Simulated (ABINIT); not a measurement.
## Y2CrH6 (Fm-3m): G0W0 with ABINIT, start to end

How does a plane-wave GW calculation on Y2CrH6 (Fm-3m) run from the first input to the gap?

Calculated with ABINIT 10.8.3; LDA and many-body steps on it, plane waves.

## 1. The structure

The structure is cubic, space group Fm-3m (No. 225). The conventional cell has a = 6.999 Å, b = 6.999 Å, c = 6.999 Å, α = 90.00°, β = 90.00°, γ = 90.00°. Nearest to Y lie 12 H at 2.47 Å. Nearest to Cr lie 6 H at 1.72 Å. H has 1 Cr at 1.72 Å and 4 H at 2.43 Å and 4 Y at 2.47 Å nearest. Farther neighbours are not listed.

The cell and positions are those that the Materials Project relaxed with its own functionals (PBE, PBE+U or r2SCAN), kept fixed.

## 2. Ground state

This step: ABINIT 10.8.3; DFT, LDA, plane waves, norm-conserving pseudopotentials.

The ground-state density comes first.

The input, run.abi:

```
acell 3*1.0 Angstrom
rprim 
  0.000000000000 3.499313000000 3.499313000000
  3.499313000000 0.000000000000 3.499313000000
  3.499313000000 3.499313000000 -0.000000000000
ntypat 3
znucl 39 24 1
natom 9
typat 1 1 2 3 3 3 3 3 3
xred 
  0.750000000000 0.750000000000 0.750000000000
  0.250000000000 0.250000000000 0.250000000000
  0.000000000000 0.000000000000 0.000000000000
  0.754389000000 0.754389000000 0.245611000000
  0.245611000000 0.754389000000 0.245611000000
  0.754389000000 0.245611000000 0.245611000000
  0.245611000000 0.245611000000 0.754389000000
  0.754389000000 0.245611000000 0.754389000000
  0.245611000000 0.754389000000 0.754389000000
pp_dirpath "pseudos"
pseudos "Y.upf, Cr.upf, H.upf"
ecut 43
ngkpt 6 6 6
nshiftk 1
shiftk 0 0 0
kptopt 1
chksymbreak 0
nband 29
occopt 1
tolvrs 1e-10
nstep 60
prtwf 0
optforces 0
optstress 0
indata_prefix "in"
outdata_prefix "out"
tmpdata_prefix "tmp"
```

Launch:

```bash
> OMP_NUM_THREADS=1 mpirun -n 4 abinit run.abi > log
```

Numbers of over 12 decimals in the logs are rounded to 6 here.

The log of the run:

```text
.Version 10.8.3 of ABINIT. v10.8.2 released Aug 2026.

 Symmetries : space group Fm -3 m (#225); Bravais cF (face-center cubic)
================================================================================
 Values of the parameters that define the memory need of the present run
     intxc =       0    ionmov =       0      iscf =       7    lmnmax =       6
     lnmax =       6     mgfft =      60  mpssoang =       3    mqgrid =    3001
     natom =       9  nloc_mem =       1    nspden =       1   nspinor =       1
    nsppol =       1      nsym =      48    n1xccc =    2501    ntypat =       3
    occopt =       1   xclevel =       1
-    mband =          29        mffmem =           1         mkmem =           4
       mpw =        7828          nfft =      216000          nkpt =          16
================================================================================
  Rough estimation (10% accuracy) of disk space for files :
================================================================================

--------------------------------------------------------------------------------
------------- Echo of variables that govern the present computation ------------
--------------------------------------------------------------------------------
 -outvars: echo values of preprocessed input variables --------
            acell      1.8897261259E+00  1.8897261259E+00  1.8897261259E+00 Bohr

      chksymbreak           0
             ecut      4.30000000E+01 Hartree
-          fftalg         312

              ixc       -1012
              kpt      0.00000000E+00  0.00000000E+00  0.00000000E+00
                       1.66666667E-01  0.00000000E+00  0.00000000E+00
                       3.33333333E-01  0.00000000E+00  0.00000000E+00
                       5.00000000E-01  0.00000000E+00  0.00000000E+00
                       1.66666667E-01  1.66666667E-01  0.00000000E+00
                       3.33333333E-01  1.66666667E-01  0.00000000E+00
                       5.00000000E-01  1.66666667E-01  0.00000000E+00
                      -3.33333333E-01  1.66666667E-01  0.00000000E+00
                      -1.66666667E-01  1.66666667E-01  0.00000000E+00
   [... 5 further rows ...]
                      -3.33333333E-01  3.33333333E-01  1.66666667E-01
                      -3.33333333E-01  5.00000000E-01  1.66666667E-01
         kptrlatt        6    0    0      0    6    0      0    0    6
          kptrlen      5.61109867E+01
P           mkmem           4
            natom           9
            nband          29
            ngfft          60      60      60
             nkpt          16
            nstep          60
             nsym          48
           ntypat           3
              occ      2.000000  2.000000  2.000000  2.000000  2.000000  2.000000
                       2.000000  2.000000  2.000000  2.000000  2.000000  2.000000
                       2.000000  2.000000  2.000000  2.000000  2.000000  2.000000
                       2.000000  2.000000  2.000000  0.000000  0.000000  0.000000
                       0.000000  0.000000  0.000000  0.000000  0.000000
        optforces           0
        optstress           0
            prtwf           0
            rprim      0.0000000000E+00  3.4993130000E+00  3.4993130000E+00
[...]
spgroup         225

           tolvrs      1.00000000E-10

             xred      7.5000000000E-01  7.5000000000E-01  7.5000000000E-01
[...]
znucl       39.00000   24.00000    1.00000

================================================================================

 chkinp: Checking input parameters for consistency.

================================================================================
== DATASET  1 ==================================================================
-   mpi_nproc: 4, omp_nthreads: 1 (-1 if OMP is not activated)

--- !DatasetInfo
iteration_state: {dtset: 1, }
dimensions: {natom: 9, nkpt: 16, mband: 29, nsppol: 1, nspinor: 1, nspden: 1, mpw: 7828, }
cutoff_energies: {ecut:  43.0, pawecutdg:  -1.0, }
electrons: {nelect:   4.20000000E+01, charge:   0.00000000E+00, occopt:   1.00000000E+00, tsmear:   1.00000000E-02, }

 Real(R)+Recip(G) space primitive vectors, cartesian coordinates (Bohr,Bohr^-1):
 R(1)=  0.0000000  6.6127432  6.6127432  G(1)= -0.0756116  0.0756116  0.0756116
 R(2)=  6.6127432  0.0000000  6.6127432  G(2)=  0.0756116 -0.0756116  0.0756116
 R(3)=  6.6127432  6.6127432  0.0000000  G(3)=  0.0756116  0.0756116 -0.0756116
 Unit cell volume ucvol=  5.7832900E+02 bohr^3
 Angles (23,13,12)=  6.00000000E+01  6.00000000E+01  6.00000000E+01 degrees

 getcut: wavevector=  0.0000  0.0000  0.0000  ngfft=  60  60  60
         ecut(hartree)=     43.000   => boxcut(ratio)=   2.17348

--- Pseudopotential description ------------------------------------------------
- Y Generated using ONCVPSP code by D. R. Hamann
- 39.00000  11.00000  180309                  znucl, zion, pspdat
12 -1012 2 -1 1724                            pspcod,pspxc,lmax,lloc,mmax
     nproj     2     2     2
  pspatm : epsatm=   18.49213021
         --- l  ekb(1:nproj) -->
[...]
pspatm: atomic psp has been read  and splines computed

- Cr Generated using ONCVPSP code by D. R. Hamann
- 24.00000  14.00000  180309                  znucl, zion, pspdat
[...]
-  1.00000   1.00000  180309                  znucl, zion, pspdat
12 -1012 1 -1 1180                            pspcod,pspxc,lmax,lloc,mmax
     nproj     2     1     0
  pspatm : epsatm=    0.35439867
         --- l  ekb(1:nproj) -->
[...]
1   -0.275071
 pspatm: atomic psp has been read  and splines computed

   2.37083730E+03                                ecore*ucvol(ha*bohr**3)
--------------------------------------------------------------------------------

_setup2: Arith. and geom. avg. npw (full set) are    7791.708    7791.691

================================================================================

--- !BeginCycle
iteration_state: {dtset: 1, }
solver: {iscf: 7, nstep: 60, nline: 4, wfoptalg: 0, }
tolerances: {tolvrs: 1.00E-10, }

     iter   Etot(hartree)      deltaE(h)  residm     vres2
 ETOT  1  -172.94565265914    -1.729E+02 1.150E-01 7.984E+03
 ETOT  2  -161.52577104792     1.142E+01 9.496E-02 1.166E+05
 ETOT  3  -173.25352569283    -1.173E+01 2.713E-02 1.062E+04
 ETOT  4  -173.31376688535    -6.024E-02 5.910E-02 1.049E+04
 ETOT  5  -173.74552437083    -4.318E-01 9.771E-03 5.032E+03
 ETOT  6  -174.25257091198    -5.070E-01 2.951E-03 2.771E+02
 ETOT  7  -174.19279374074     5.978E-02 3.556E-03 8.566E+02
 ETOT  8  -174.28896362096    -9.617E-02 9.208E-04 8.166E+00
 ETOT  9  -174.28718518078     1.778E-03 2.349E-03 2.714E+01
 ETOT 10  -174.29029428302    -3.109E-03 4.238E-04 5.941E-02
[...]
ETOT 14  -174.29030115935    -4.835E-10 2.640E-04 1.616E-06
 ETOT 15  -174.29030115973    -3.794E-10 1.461E-03 1.914E-08
 ETOT 16  -174.29030115975    -1.842E-11 2.231E-04 1.154E-08
 ETOT 17  -174.29030115975     1.648E-12 1.187E-03 1.557E-10
 ETOT 18  -174.29030115973     1.100E-11 1.931E-04 9.836E-12

 At SCF step   18       vres2   =  9.84E-12 < tolvrs=  1.00E-10 =>converged.

--- !ResultsGS
iteration_state: {dtset: 1, }
comment   : Summary of ground state results
lattice_vectors:
- [  0.0000000,   6.6127432,   6.6127432, ]
- [  6.6127432,   0.0000000,   6.6127432, ]
- [  6.6127432,   6.6127432,  -0.0000000, ]
lattice_lengths: [   9.35183,    9.35183,    9.35183, ]
lattice_angles: [ 60.000,  60.000,  60.000, ] # degrees, (23, 13, 12)
lattice_volume:   5.7832900E+02
convergence: {deltae:  1.100E-11, res2:  9.836E-12, residm:  1.931E-04, diffor:  0.000E+00, }
etotal    :  -1.74290301E+02
entropy   :   0.00000000E+00
fermie    :   2.78205044E-01
cartesian_stress_tensor: null
pressure_GPa: null
xred      :
- [  7.5000E-01,   7.5000E-01,   7.5000E-01,  Y]
- [  2.5000E-01,   2.5000E-01,   2.5000E-01,  Y]
- [  0.0000E+00,   0.0000E+00,   0.0000E+00, Cr]
- [  7.5439E-01,   7.5439E-01,   2.4561E-01,  H]
- [  2.4561E-01,   7.5439E-01,   2.4561E-01,  H]
- [  7.5439E-01,   2.4561E-01,   2.4561E-01,  H]
- [  2.4561E-01,   2.4561E-01,   7.5439E-01,  H]
- [  7.5439E-01,   2.4561E-01,   7.5439E-01,  H]
- [  2.4561E-01,   7.5439E-01,   7.5439E-01,  H]
cartesian_forces: null
force_length_stats: {min: null, max: null, mean: null, }

 Integrated electronic density in atomic spheres:
 ------------------------------------------------
 Atom  Sphere_radius  Integrated_density
[...]
================================================================================

 ----iterations are completed or convergence reached----

 Mean square residual over all n,k,spin=   11.010E-07; max=  19.311E-05
 reduced coordinates (array xred) for    9 atoms
[...]
0.245611000000      0.754389000000      0.245611000000
       0.754389000000      0.245611000000      0.245611000000
       0.245611000000      0.245611000000      0.754389000000
       0.754389000000      0.245611000000      0.754389000000
       0.245611000000      0.754389000000      0.754389000000
 rms dE/dt=  0.0000E+00; max dE/dt=  0.0000E+00; dE/dt below (all hartree)
    1       0.000000000000      0.000000000000      0.000000000000
    2       0.000000000000      0.000000000000      0.000000000000
    3       0.000000000000      0.000000000000      0.000000000000
    4       0.000000000000      0.000000000000      0.000000000000
    5       0.000000000000      0.000000000000      0.000000000000
    6       0.000000000000      0.000000000000      0.000000000000
    7       0.000000000000      0.000000000000      0.000000000000
    8       0.000000000000      0.000000000000      0.000000000000
    9       0.000000000000      0.000000000000      0.000000000000

 cartesian coordinates (angstrom) at end:
    1      5.248970     5.248970     5.248970
[...]
5      3.499313     1.718940     3.499313
    6      1.718940     3.499313     3.499313
    7      3.499313     3.499313     1.718940
    8      3.499313     5.279686     3.499313
    9      5.279686     3.499313     3.499313
 length scales=  1.889726125908  1.889726125908  1.889726125908 bohr
              =  1.000000000000  1.000000000000  1.000000000000 angstroms
 prteigrs : about to open file out_EIG
 Fermi (or HOMO) energy (hartree) =   0.27821   Average Vxc (hartree)=  -0.40467
 Eigenvalues (hartree) for nkpt=  16  k points:
 kpt#   1, nband= 29, wtk=  0.00463, kpt=  0.0000  0.0000  0.0000 (reduced coord)
  -2.28663   -1.27657   -1.27310   -1.24917   -1.24917   -1.24917   -0.54853   -0.54853
  -0.54853   -0.53702   -0.53702   -0.53702   -0.03867    0.10971    0.10971    0.10971
   0.11675    0.11675    0.27821    0.27821    0.27821    0.34846    0.34846    0.41367
   0.45105    0.45105    0.45105    0.50513    0.50524
 prteigrs : prtvol=0 or 1, do not print more k-points.

--- !EnergyTerms
iteration_state     : {dtset: 1, }
comment             : Components of total free energy in Hartree
kinetic             :  6.48668503785858E+01
hartree             :  4.42649533123127E+01
xc                  : -3.10819523505788E+01
Ewald energy        : -1.12451040550740E+02
psp_core            :  4.09946123155419E+00
local_psp           : -1.45248657900271E+02
non_local_psp       :  1.26008471940256E+00
total_energy        : -1.74290301159734E+02
total_energy_eV     : -4.74268070378588E+03
band_energy         : -2.08722439968689E+01

== END DATASET(S) ==============================================================
================================================================================

 -outvars: echo values of variables after computation  --------
           etotal     -1.7429030116E+02
            nband          29
             nkpt          16
          spgroup         225
 [... the other variables as echoed above ...]

 Calculation completed.
```

Elapsed: 64 s, on 4 MPI ranks of Arm Neoverse V2, shared host; peak memory 0.49 GiB.

Numbers from this step:

```
total energy               : -4742.6807 eV
gap                        : 0.2463 eV
k of the valence top       : 0, 0, 0
k of the conduction bottom : 0.5, 0.5, 0
least direct gap           : 0.4699 eV
```

The gap is indirect, with the least direct gap 0.22 eV higher.

(Continued in part 2 of 3.)

[Paths, hosts, dates, memory and timing lines, banners, echoed tables and standing remarks are left out of the program output.]

[Logs are printed without paths, hosts, clocks, repeated set-up lines and the standing remarks that a program may print on its own settings, such as how far it seeks lower states.]

[Runs of the session that timed out or met a known fault of the program may be left out.]

[No measured gap is set beside runs whose start may be inverted or whose files or cutoffs have a known fault.]

[Hosts, paths, dates, database ids (printed as entryN), source tags and the programs' standing remarks are cut or masked in the printed files.]

[G0W0 gaps are taken among the corrected bands and points alone; a level outside them can change the order at an edge.]

[Where Ansatz stands beside ABINIT at settings called matched, ABINIT's density can come from a denser mesh and the files from another edition; pairs whose starting gaps differed by over 0.03 eV were left out, so agreement reads better than it is.]
